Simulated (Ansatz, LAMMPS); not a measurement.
**Electronic structure of Cu34Fe29Al37 (at. %) with crystalline order left by the classical run (73 atoms)**

What does DFT give for Cu34Fe29Al37 (at. %) with crystalline order left by the classical run (73 atoms) as built?

Main program and level: Ansatz 0.2.0; Kohn-Sham DFT, LDA, PAW (set soft_2), plane waves.

## (1) The starting structure

The cell holds 73 atoms: 25 Cu, 21 Fe and 27 Al. Its edges and angles: a = 10.107 Å, b = 10.107 Å, c = 10.107 Å, α = 90.0°, β = 90.0°, γ = 90.0°. 73 atoms (25 Cu, 21 Fe, 27 Al) placed at random at 5.2 g/cm³, melted at 2000 K for 10 ps at fixed volume with the MEAM Al-Si-Mg-Cu-Fe potential (Jelinek et al., Phys. Rev. B 85, 245102 (2012)). Quenched from 2000 K to 300 K at 10 K/ps and zero pressure, held 5 ps, then minimised at fixed cell.

Limits known from the start: The quench rate of 10 K/ps far exceeds what a furnace or splat quench reaches, so expect more defects and frozen-in strain than in a real sample. The starting topology of bonds comes from the classical model, and needn't be the one that DFT or experiment would give.

## (2) How the cell was made

A classical potential makes the cell, at a small fraction of what the same run would cost in DFT.

This step: classical MD, MEAM Al-Si-Mg-Cu-Fe potential (Jelinek et al., Phys. Rev. B 85, 245102 (2012)) (LAMMPS 22 Jul 2025 - Update 4).

Input file in.lmp:

```
# melt-quench of Cu25Fe21Al27
units metal
atom_style atomic
boundary p p p
region box block 0 10.3651 0 10.3651 0 10.3651
create_box 3 box
mass 1 63.5460   # Cu
mass 2 55.8450   # Fe
mass 3 26.9815   # Al
create_atoms 1 random 25 464477 NULL overlap 1.79 maxtry 2000
create_atoms 2 random 21 464484 NULL overlap 1.79 maxtry 2000
create_atoms 3 random 27 464491 NULL overlap 1.79 maxtry 2000
pair_style meam
pair_coeff * * library.meam AlS SiS MgS CuS FeS AlSiMgCuFe.meam CuS FeS AlS
neigh_modify delay 0 every 1 check yes
thermo_style custom step time temp pe press density
thermo_modify norm yes
timestep 0.002
thermo 100
min_style cg
minimize 1e-4 1e-4 200 2000
reset_timestep 0
velocity all create 2000 464478 mom yes dist gaussian
fix lim all nve/limit 0.05
fix lan all langevin 2000 2000 0.2 464479 zero yes
thermo 500
run 1000 post no
unfix lim
unfix lan
thermo 833
fix md all nvt temp 2000 2000 0.2
run 5000 post no
unfix md
thermo 8500
fix md all npt temp 2000 300 0.2 iso 0 0 2
run 85000 post no
unfix md
thermo 1250
fix md all npt temp 300 300 0.2 iso 0 0 2
run 2500 post no
unfix md
thermo 100
min_style cg
minimize 0 1e-3 2000 20000
write_dump all custom glass.dump id type xs ys zs modify sort id
```

Started as:

```console
lmp -in in.lmp -log none -nocite
```

Numbers of over 12 decimals in the logs are rounded to 6 here.

The program printed:

```text
LAMMPS (22 Jul 2025 - Update 4)
Created orthogonal box = (0 0 0) to (10.3651 10.3651 10.3651)
Created 25 atoms
Created 21 atoms
Created 27 atoms
   Step          Time           Temp          PotEng         Press         Density
         0   0              0             -1.1576434      474688.58      5.2038833
        87   0.174          0             -3.2097979      24244.642      5.2038833
Loop time of 0.107949 s on 1 MPI rank(s) for 87 steps with 73 atoms
Minimization stats:
  Stopping criterion = energy tolerance
  Energy initial, next-to-last, final =
     -1.15764341408325  -3.20965019941545  -3.20979787765361
  Force two-norm initial, final = 86.895553 1.2356256
  Iterations, force evaluations = 87 151
   Step          Time           Temp          PotEng         Press         Density
         0   0              2000          -3.2097979      42098.239      5.2038833
       500   1              1896.3859     -3.0120592      62006.198      5.2038833
      1000   2              1700.801      -3.1343631      28029.041      5.2038833
Loop time of 0.773429 s on 1 MPI rank(s) for 1000 steps with 73 atoms
   Step          Time           Temp          PotEng         Press         Density
      1000   2              1700.801      -3.1343631      28029.041      5.2038833
      1666   3.332          2394.0048     -3.0663308      70384.995      5.2038833
      2499   4.998          1984.9927     -3.1008144      37951.375      5.2038833
      3332   6.664          2203.7049     -3.08932        50096.902      5.2038833
      4165   8.33           1958.5487     -3.1152918      45674.201      5.2038833
      4998   9.996          2280.8006     -3.1010011      44322.162      5.2038833
      5831   11.662         1596.1772     -3.0750786      48834.127      5.2038833
[... 1 line left out ...]
Loop time of 3.95825 s on 1 MPI rank(s) for 5000 steps with 73 atoms
   Step          Time           Temp          PotEng         Press         Density
[... 12 lines left out ...]
Loop time of 73.1733 s on 1 MPI rank(s) for 85000 steps with 73 atoms
   Step          Time           Temp          PotEng         Press         Density
[... 2 lines left out ...]
     92500   185            280.92931     -3.5330126     -6958.0694      5.6707815
     93500   187            284.25577     -3.525343      -16041.794      5.6120658
Loop time of 2.36742 s on 1 MPI rank(s) for 2500 steps with 73 atoms
   Step          Time           Temp          PotEng         Press         Density
     93500   187            284.25577     -3.525343      -16041.794      5.6120658
     93557   187.114        284.25577     -3.5613068     -20871.479      5.6120658
Loop time of 0.103369 s on 1 MPI rank(s) for 57 steps with 73 atoms
Minimization stats:
  Stopping criterion = force tolerance
  Energy initial, next-to-last, final =
     -3.52534302643812  -3.56130681082932   -3.5613068113851
  Force two-norm initial, final = 7.8482998 0.0007861024
  Iterations, force evaluations = 57 114
```

Elapsed: 81 s, on 1 thread of Arm Neoverse V1, shared host; peak memory 0.07 GiB.

## (3) Plane-wave single point

One self-consistent run at the given positions yields energy and forces.

Input file input.yaml:

```yaml
crystal:
  lattice:
    - [10.10745, 0.0, 0.0]
    - [0.0, 10.10745, 0.0]
    - [0.0, 0.0, 10.10745]
  atoms:
    - { symbol: Cu, position: [0.26642, 0.23907, 0.30058] }
    - { symbol: Cu, position: [0.87611, 0.47334, 0.25902] }
    - { symbol: Cu, position: [0.73561, 0.94831, 0.43657] }
    - { symbol: Cu, position: [0.4263, 0.88321, 0.78544] }
    - { symbol: Cu, position: [0.38901, 0.14262, 0.50575] }
    - { symbol: Cu, position: [0.79682, 0.70052, 0.3733] }
    - { symbol: Cu, position: [0.57623, 0.78374, 0.42364] }
    - { symbol: Cu, position: [0.06984, 0.27529, 0.42388] }
    - { symbol: Cu, position: [0.2833, 0.07294, 0.1381] }
    - { symbol: Cu, position: [0.76428, 0.06477, 0.64426] }
    - { symbol: Cu, position: [0.8129, 0.19522, 0.3507] }
    - { symbol: Cu, position: [0.56298, 0.07911, 0.3447] }
    - { symbol: Cu, position: [0.19583, 0.07535, 0.64671] }
    - { symbol: Cu, position: [0.52049, 0.29663, 0.94279] }
    - { symbol: Cu, position: [0.48706, 0.2049, 0.16735] }
    - { symbol: Cu, position: [0.4009, 0.90853, 0.27609] }
    - { symbol: Cu, position: [0.67554, 0.49345, 0.89614] }
    - { symbol: Cu, position: [0.98655, 0.15654, 0.72489] }
    - { symbol: Cu, position: [0.65593, 0.83164, 0.69615] }
    - { symbol: Cu, position: [0.55641, 0.29921, 0.4256] }
    - { symbol: Cu, position: [0.71085, 0.47634, 0.40519] }
    - { symbol: Cu, position: [0.71105, 0.97541, 0.87565] }
    - { symbol: Cu, position: [0.31035, 0.36374, 0.50443] }
    - { symbol: Cu, position: [0.30741, 0.19521, 0.85193] }
    - { symbol: Cu, position: [0.62405, 0.87423, 0.18298] }
    - { symbol: Fe, position: [0.49619, 0.64102, 0.72902], spin: 2.2 }
    - { symbol: Fe, position: [0.2953, 0.70944, 0.3699], spin: 2.2 }
    - { symbol: Fe, position: [0.16308, 0.47497, 0.87985], spin: 2.2 }
    - { symbol: Fe, position: [0.40296, 0.441, 0.28096], spin: 2.2 }
    - { symbol: Fe, position: [0.00308, 0.6762, 0.23701], spin: 2.2 }
    - { symbol: Fe, position: [0.36643, 0.82941, 0.04128], spin: 2.2 }
    - { symbol: Fe, position: [0.21604, 0.60447, 0.10952], spin: 2.2 }
    - { symbol: Fe, position: [0.07497, 0.37197, 0.16278], spin: 2.2 }
    - { symbol: Fe, position: [0.44877, 0.53473, 0.98785], spin: 2.2 }
    - { symbol: Fe, position: [0.19579, 0.00849, 0.38099], spin: 2.2 }
    - { symbol: Fe, position: [0.16606, 0.83044, 0.69664], spin: 2.2 }
    - { symbol: Fe, position: [0.7271, 0.63048, 0.12724], spin: 2.2 }
    - { symbol: Fe, position: [0.98755, 0.02557, 0.00961], spin: 2.2 }
    - { symbol: Fe, position: [0.87546, 0.80297, 0.5875], spin: 2.2 }
    - { symbol: Fe, position: [0.6124, 0.36656, 0.66576], spin: 2.2 }
    - { symbol: Fe, position: [0.81646, 0.70282, 0.86079], spin: 2.2 }
    - { symbol: Fe, position: [0.07402, 0.76162, 0.95326], spin: 2.2 }
    - { symbol: Fe, position: [0.98024, 0.55187, 0.5017], spin: 2.2 }
    - { symbol: Fe, position: [0.90049, 0.43684, 0.79814], spin: 2.2 }
    - { symbol: Fe, position: [0.82902, 0.33963, 0.05832], spin: 2.2 }
    - { symbol: Fe, position: [0.92572, 0.91776, 0.28687], spin: 2.2 }
    - { symbol: Al, position: [0.86511, 0.82416, 0.06942] }
    - { symbol: Al, position: [0.74623, 0.58194, 0.64997] }
    - { symbol: Al, position: [0.16677, 0.51596, 0.33525] }
    - { symbol: Al, position: [0.07976, 0.78928, 0.45519] }
    - { symbol: Al, position: [0.28919, 0.67705, 0.87463] }
    - { symbol: Al, position: [0.49554, 0.02762, 0.99274] }
    - { symbol: Al, position: [0.1546, 0.84919, 0.17629] }
    - { symbol: Al, position: [0.20677, 0.97134, 0.90104] }
    - { symbol: Al, position: [0.09834, 0.3787, 0.66068] }
    - { symbol: Al, position: [0.75549, 0.24257, 0.84445] }
    - { symbol: Al, position: [0.03505, 0.12836, 0.21818] }
    - { symbol: Al, position: [0.49243, 0.54539, 0.49554] }
    - { symbol: Al, position: [0.76003, 0.09545, 0.12419] }
    - { symbol: Al, position: [0.35257, 0.88693, 0.53982] }
    - { symbol: Al, position: [0.61398, 0.42066, 0.15414] }
    - { symbol: Al, position: [0.38602, 0.41882, 0.75594] }
    - { symbol: Al, position: [0.0146, 0.64385, 0.73974] }
    - { symbol: Al, position: [0.94974, 0.91159, 0.79789] }
    - { symbol: Al, position: [0.58841, 0.74029, 0.9476] }
    - { symbol: Al, position: [0.97591, 0.03776, 0.50042] }
    - { symbol: Al, position: [0.52628, 0.12935, 0.72727] }
    - { symbol: Al, position: [0.29275, 0.36932, 0.06134] }
    - { symbol: Al, position: [0.24884, 0.61691, 0.59671] }
    - { symbol: Al, position: [0.03665, 0.2692, 0.94031] }
    - { symbol: Al, position: [0.9657, 0.54965, 0.02294] }
    - { symbol: Al, position: [0.84173, 0.32703, 0.56962] }
    - { symbol: Al, position: [0.45476, 0.65902, 0.19529] }
magnetization:
  spin_polarized: true
kpoints:
  mp_grid: { grid: [2, 2, 2] }
hamiltonian:
  xc: lda
scf:
  occupations: { method: fermi_dirac, width: 0.1 }
output:
  forces: true
  stress: true
  populations: true
  dos:
    method: { smearing: { sigma: 0.15 } }
    de: 0.1
    projected: { site_lists: { Al: [Al], Cu: [Cu], Fe: [Fe] } }
  eigenvalues: true
  write_density: true
  write_potential: true
  volumetric_format: npy
```

Started as:

```console
ansatz run input.yaml --threads 8 --pin off --max-ram 15872MiB --backend cpu --events-out ev --progress --plain --runs-dir out
```

The program printed:

```text
Engine: ansatz 0.2.0, aarch64-unknown-linux-gnu
Pseudopotentials: kind: paw
Pseudopotential: Cu, paw, valence charge 19, recommended cutoff 420 eV (normal), Cu.paw.azcp
Pseudopotential: Fe, paw, valence charge 16, recommended cutoff 420 eV (normal), Fe.paw.azcp
Pseudopotential: Al, paw, valence charge 3, recommended cutoff 420 eV (normal), Al.paw.azcp
[... 3 lines on functional and potentials left out ...]
Crystal: 73 atoms, lattice volume = 1032.583 Å³
Basis set: ecut = 420 eV, 20197 PW (Γ)
Bands: 563, of which v1, the nominal top of the filled ones, is band 446 counted from 1 (445 counted from 0)
Symmetry: 1 space group operations
Space group: P1 (ITA 1), of the structure as read, at distance tolerance 1.0e-4 Å
Magnetic group: BNS 1.1 (UNI 1), of the structure as read, at distance tolerance 1.0e-4 Å
k-points: 8
[... 10 lines on functional and potentials left out ...]
Initial density: superposition of atomic densities (chi_scale 0.1, normalization cell)
Starting moments: Σ|m| = 46.2 μB on 21 of 73 sites
Initial wavefunctions: pseudopotential atomic-orbital guess
Functional: x = slater, c = lda
SCF iter   1: F=—  HF=-270595.986986 eV  |F-HF|=—  |Δ(HF+E_count)|=         —  Δρ=1.94e-1 (↑1.78e-1 ↓1.94e-1)  dr2=1.65e3  dr2_m=1.77e1  M=28.225 μB ∫|m|=32.097 μB  β_m=0.30  ethr=3.10e-3  ⟨swp⟩=5.2  Hψ=32240  notcnv=0  defer=126
Mixer restart at iter 1: flushing history
preconditioner: auto → Kerker (q_TF=auto, 2.663 Å⁻¹)  [metal: Δε(μ)=0.002 eV  Ē_g=5.437 eV  σ=0.100 eV  W_gap=0.00  n_scr=340 (ndim 8)  ℏωp=26.5 eV  f_vac=0.000  D(μ)=99.68/eV (n_scr^D=1308)]
spin=Collinear: Kerker preconditioning applied to the charge; magnetization (m = ρ↑ − ρ↓) channel mixes plain (no charge-response kernel on spin).
SCF iter   2: F=—  HF=-270604.733782 eV  |F-HF|=—  |Δ(HF+E_count)|=    8.75e0  Δρ=8.27e-2 (↑7.85e-2 ↓8.27e-2)  dr2=1.39e2  dr2_m=2.17e0  M=38.695 μB ∫|m|=43.596 μB  β_m=0.26  ethr=3.10e-3  ⟨swp⟩=4.0  Hψ=24717  notcnv=0  defer=757
SCF iter   3: F=—  HF=-270553.582835 eV  |F-HF|=—  |Δ(HF+E_count)|=    5.12e1  Δρ=2.65e-2 (↑2.35e-2 ↓2.65e-2)  dr2=4.79e1  dr2_m=1.46e0  M=37.695 μB ∫|m|=42.510 μB  β_m=0.41  ethr=3.10e-3  ⟨swp⟩=3.3  Hψ=21015  notcnv=0  defer=969
SCF iter   4: F=—  HF=-270558.882925 eV  |F-HF|=—  |Δ(HF+E_count)|=    5.30e0  Δρ=9.03e-2 (↑8.64e-2 ↓9.03e-2)  dr2=4.21e2  dr2_m=2.43e0  M=32.520 μB ∫|m|=37.752 μB  β_m=0.28  ethr=3.10e-3  ⟨swp⟩=4.0  Hψ=19190  notcnv=0  defer=955  recentre
SCF iter   5: F=—  HF=-270555.423181 eV  |F-HF|=—  |Δ(HF+E_count)|=    3.46e0  Δρ=3.01e-2 (↑2.28e-2 ↓3.01e-2)  dr2=6.31e1  dr2_m=9.50e-1  M=34.706 μB ∫|m|=39.863 μB  β_m=0.30  ethr=3.10e-3  ⟨swp⟩=2.1  Hψ=17150  notcnv=0  defer=953
SCF iter   6: F=—  HF=-270554.781897 eV  |F-HF|=—  |Δ(HF+E_count)|=   6.41e-1  Δρ=1.39e-2 (↑1.07e-2 ↓1.39e-2)  dr2=1.78e1  dr2_m=4.03e-1  M=33.848 μB ∫|m|=39.314 μB  β_m=0.32  ethr=3.10e-3  ⟨swp⟩=2.1  Hψ=13153  notcnv=0  defer=966
SCF iter   7: F=—  HF=-270552.018235 eV  |F-HF|=—  |Δ(HF+E_count)|=    2.76e0  Δρ=1.74e-2 (↑1.61e-2 ↓1.74e-2)  dr2=8.14e0  dr2_m=2.32e-1  M=32.816 μB ∫|m|=38.600 μB  β_m=0.53  ethr=1.99e-3  ⟨swp⟩=2.3  Hψ=11479  notcnv=0  defer=978
SCF iter   8: F=—  HF=-270553.146441 eV  |F-HF|=—  |Δ(HF+E_count)|=    1.13e0  Δρ=7.37e-3 (↑7.37e-3 ↓6.73e-3)  dr2=1.38e0  dr2_m=1.60e-1  M=34.829 μB ∫|m|=40.449 μB  β_m=0.52  ethr=9.13e-4  ⟨swp⟩=2.5  Hψ=13851  notcnv=0  defer=1009
SCF iter   9: F=—  HF=-270553.035324 eV  |F-HF|=—  |Δ(HF+E_count)|=   1.11e-1  Δρ=7.91e-3 (↑5.05e-3 ↓7.91e-3)  dr2=1.01e0  dr2_m=1.49e-1  M=35.287 μB ∫|m|=40.934 μB  β_m=0.52  ethr=1.55e-4  ⟨swp⟩=2.0  Hψ=16639  notcnv=0  defer=1009
[...]
SCF iter  21: F=—  HF=-270553.056093 eV  |F-HF|=—  |Δ(HF+E_count)|=   3.03e-6  Δρ=2.30e-5 (↑1.74e-5 ↓2.30e-5)  dr2=1.15e-5  dr2_m=2.68e-6  M=36.512 μB ∫|m|=42.400 μB  β_m=0.72  ethr=1.82e-9  ⟨swp⟩=2.0  Hψ=14755  notcnv=0  defer=968
SCF iter  22: F=—  HF=-270553.056096 eV  |F-HF|=—  |Δ(HF+E_count)|=   3.33e-6  Δρ=3.13e-5 (↑2.65e-5 ↓3.13e-5)  dr2=2.36e-5  dr2_m=6.35e-7  M=36.513 μB ∫|m|=42.402 μB  β_m=0.59  ethr=1.29e-9  ⟨swp⟩=2.0  Hψ=16153  notcnv=0  defer=968
SCF iter  23: F=—  HF=-270553.056095 eV  |F-HF|=—  |Δ(HF+E_count)|=   1.37e-6  Δρ=2.39e-5 (↑2.12e-5 ↓2.39e-5)  dr2=1.49e-5  dr2_m=2.25e-7  M=36.514 μB ∫|m|=42.402 μB  β_m=0.45  ethr=1.29e-9  ⟨swp⟩=2.0  Hψ=16175  notcnv=0  defer=968
SCF iter  24: F=—  HF=-270553.056092 eV  |F-HF|=—  |Δ(HF+E_count)|=   2.32e-6  Δρ=8.42e-6 (↑6.82e-6 ↓8.42e-6)  dr2=2.29e-6  dr2_m=6.43e-8  M=36.515 μB ∫|m|=42.403 μB  β_m=0.42  ethr=1.29e-9  ⟨swp⟩=2.1  Hψ=15484  notcnv=0  defer=968
SCF iter  25: F=—  HF=-270553.056092 eV  |F-HF|=—  |Δ(HF+E_count)|=   2.08e-7  Δρ=3.59e-6 (↑3.59e-6 ↓3.49e-6)  dr2=5.08e-7  dr2_m=4.21e-8  M=36.515 μB ∫|m|=42.403 μB  β_m=0.43  ethr=2.56e-10  ⟨swp⟩=2.0  Hψ=14630  notcnv=0  defer=968
SCF iter  26: F=—  HF=-270553.056092 eV  |F-HF|=—  |Δ(HF+E_count)|=   3.25e-8  Δρ=2.26e-6 (↑1.58e-6 ↓2.26e-6)  dr2=2.27e-7  dr2_m=7.90e-9  M=36.514 μB ∫|m|=42.403 μB  β_m=0.44  ethr=5.70e-11  ⟨swp⟩=2.0  Hψ=12514  notcnv=0  defer=968
SCF iter  27: F=—  HF=-270553.056092 eV  |F-HF|=—  |Δ(HF+E_count)|=   2.12e-8  Δρ=1.88e-6 (↑1.88e-6 ↓1.83e-6)  dr2=1.12e-7  dr2_m=8.64e-9  M=36.514 μB ∫|m|=42.403 μB  β_m=0.41  ethr=2.54e-11  ⟨swp⟩=2.0  Hψ=12655  notcnv=0  defer=968
SCF iter  28: F=—  HF=-270553.056092 eV  |F-HF|=—  |Δ(HF+E_count)|=   2.50e-9  Δρ=1.45e-6 (↑1.27e-6 ↓1.45e-6)  dr2=5.87e-8  dr2_m=6.88e-9  M=36.514 μB ∫|m|=42.403 μB  β_m=0.43  ethr=1.26e-11  ⟨swp⟩=2.0  Hψ=15701  notcnv=0  defer=968
SCF iter  29: F=—  HF=-270553.056092 eV  |F-HF|=—  |Δ(HF+E_count)|=   6.29e-9  Δρ=6.85e-7 (↑6.85e-7 ↓6.54e-7)  dr2=2.15e-8  dr2_m=1.73e-9  M=36.514 μB ∫|m|=42.403 μB  β_m=0.51  ethr=6.58e-12  ⟨swp⟩=2.0  Hψ=15172  notcnv=0  defer=968
SCF iter  30: F=-270553.056092 eV  HF=-270553.056092 eV  |F-HF|=8.64e-8  |Δ(HF+E_count)|=   4.95e-9  Δρ=1.67e-6 (↑8.95e-7 ↓1.67e-6)  dr2=8.86e-8  dr2_m=1.88e-9  M=36.514 μB ∫|m|=42.403 μB  ethr=2.41e-12  ⟨swp⟩=11.1  Hψ=62157  notcnv=0
SCF 1 converged in 30 iterations: F = -270553.056092 eV  dr2 = 8.86e-8
  greatest PAW one-centre occupation: 1.003 electrons in one spin orbital (limit 2), on the Fe atom at site 36 (counted from 0), in its partial waves of l = 1
SCF converged after 30 iterations
Magnetization: 36.5142 μB (464.2571 up, 427.7429 down)
Absolute magnetization: 42.4934 μB (∫|ρ↑−ρ↓|, with the PAW one-centre terms)
Spin contamination: 1.9809 ħ² per cell (⟨S²⟩ above its minimum at these occupations)
Per-site moments (μB) at R_I (Å): [(0.041707, 0.971406), (0.076737, 0.919953), (0.052559, 0.956698), (0.00604752, 1.049495), (0.014838, 0.978532), [...]
Free energy (F): -270553.056092 eV
Harris-Foulkes:  -270553.056092 eV  (|F-HF|=8.64e-8)
Internal energy: -270551.066482 eV  (E = F + TS)
E sigma→0 (E₀):  -270552.061287 eV
Entropy (-TS):   -1.989610 eV (-27.255 meV/atom)
Fermi energy:    11.808258 eV
--- Per-component energies (eV) ---
  E_band       = -17248.560530
  E_kinetic    = 15501.163217
  E_local      = -204559.851527  (includes V_loc(G=0)·N_el)
  E_nonlocal   = 14842.348097
  E_hartree    = 90762.355617
  E_xc         = -5718.018863
  E_vxc        = -6822.775251  (∫ρ·V_xc dr)
  E_paw        = -79246.184809  (= ΣΔE_a)
  E_vpaw       = -17734.216275  (= ΣTr[D̂ρ^β])
  E_aug_tail   = 0.022388  (compensation charges beyond the density's cutoff)
  E_ewald      = -102154.078699
  E_core_change = 21.178097  (= ΣΔE_core)
  E_smearing   = -1.989610  (= −TS)
  E_closure    = -0.000000  (closes the sum)
  Σ components = -270553.056092   (vs F -270553.056092, Δ=0.00e0)
--- Forces (eV/Å), atoms counted from 1 ---
  atom   1  Cu     0.16857480     0.17407196    -0.19059240
  atom   2  Cu     0.55930769    -0.17880626    -0.23226690
  atom   3  Cu     0.59818928     0.02623524    -0.08960669
  atom   4  Cu    -0.13435995     0.00734915     0.12149954
  atom   5  Cu    -0.08243448    -0.52267776    -0.21418020
  atom   6  Cu     0.44144276     0.11669682    -0.16602234
  atom   7  Cu    -0.94890904    -0.26757039     0.00031554
  atom   8  Cu    -0.43250835     0.37597286     0.28224424
  atom   9  Cu    -0.22217513    -0.54868329    -0.62050169
  atom  10  Cu     0.19231778    -0.00735308     0.33286433
  atom  11  Cu    -0.03122889     0.01764360     0.07763536
  atom  12  Cu     0.35313805    -0.58775944    -0.06581345
  atom  13  Cu     0.38337105    -0.11667491    -0.26645709
  atom  14  Cu     0.08926296    -0.10578884    -0.32746481
[...]
atom  72  Al     0.13817002    -0.08410380    -0.03918062
  atom  73  Al     0.68676994     0.56549030     0.12110504
  max |Σ_I F_I| component: 4.99e-5 eV/Å
--- Stress (GPa, compression-positive) ---
      -15.599915       2.213379      -2.583529
        2.213378     -15.448203       1.904914
       -2.583529       1.904914     -16.568855
  P = ⅓ Tr σ = -15.8723 GPa (-158.723 kbar)
--- Band table (eV; the first three rows and the last of 16) ---
  k-point 0 ↑: bands = ["-100.4371", "-100.3873", "-100.2992", "-100.2852", [... 547 levels ...], "18.1433", "18.1782", "18.2196", "18.2538", "18.2909", "18.3579", "18.4410", "18.4926", "18.5531", "18.6049", "18.6725", "18.7290"]
[...]
--- Löwdin populations: 73 sites ---
  site symbol       q [e]    m [muB]
     0     Cu     18.6159     0.0301
     1     Cu     18.5916     0.0665
     2     Cu     18.7337     0.0448
[...]
72     Al      3.4383    -0.1269
  spilling = 0.007343 (of n_electrons = 892.000000)
```

The job ended after 13 min (8 threads of Arm Neoverse V1, shared host; peak memory 11 GiB).

The program notes that it cut back its work space to fit the memory limit.

The run gave:

* free energy: -270553.0561 eV
* free energy per atom: -3706.2062 eV/atom
* SCF cycles: 30
* pressure: -15.87 GPa
* r.m.s. force component: 0.2712 eV/Å
* longest force: 0.9859 eV/Å
* Fermi energy: 11.81 eV
* levels partly filled by over 2 per cent: 375
* total moment: 36.51 μB
* absolute moment: 42.49 μB
* spilling of the projection: 0.007343

Neighbours are counted within 3.52 Å (Al-Al), 3.52 Å (Al-Cu), 3.52 Å (Al-Fe), 3.52 Å (Cu-Cu), 3.52 Å (Cu-Fe), 3.52 Å (Fe-Fe), cutoffs set anew for this text.

Length of the force by element and coordination:

| element | coordination | atoms | mean length of the force (eV/Å) | spread | least | most |
| --- | --- | --- | --- | --- | --- | --- |
| Al | all | 27 | 0.399 | 0.234 | 0.135 | 0.973 |
| Al | 12 | 4 | 0.444 | 0.267 | 0.212 | 0.898 |
| Al | 13 | 9 | 0.441 | 0.272 | 0.135 | 0.973 |
| Al | 14 | 14 | 0.358 | 0.185 | 0.153 | 0.831 |
| Cu | all | 25 | 0.475 | 0.235 | 0.0855 | 0.986 |
| Cu | 9 | 1 | 0.571 | 0 | 0.571 | 0.571 |
| Cu | 11 | 2 | 0.605 | 7.0e-4 | 0.604 | 0.605 |
| Cu | 12 | 4 | 0.483 | 0.131 | 0.355 | 0.689 |
| Cu | 13 | 13 | 0.433 | 0.247 | 0.0855 | 0.903 |
| Cu | 14 | 5 | 0.505 | 0.300 | 0.0933 | 0.986 |
| Fe | all | 21 | 0.375 | 0.134 | 0.127 | 0.641 |
| Fe | 12 | 3 | 0.277 | 0.0052 | 0.271 | 0.283 |
| Fe | 13 | 7 | 0.354 | 0.096 | 0.204 | 0.505 |
| Fe | 14 | 11 | 0.416 | 0.154 | 0.127 | 0.641 |

(Continued in part 2 of 2.)

[Logs are printed without paths, hosts, clocks, repeated set-up lines and the standing remarks that a program may print on its own settings, such as how far it seeks lower states.]

[Hosts, paths, dates, database ids (printed as entryN), source tags and the programs' standing remarks are cut or masked in the printed files.]
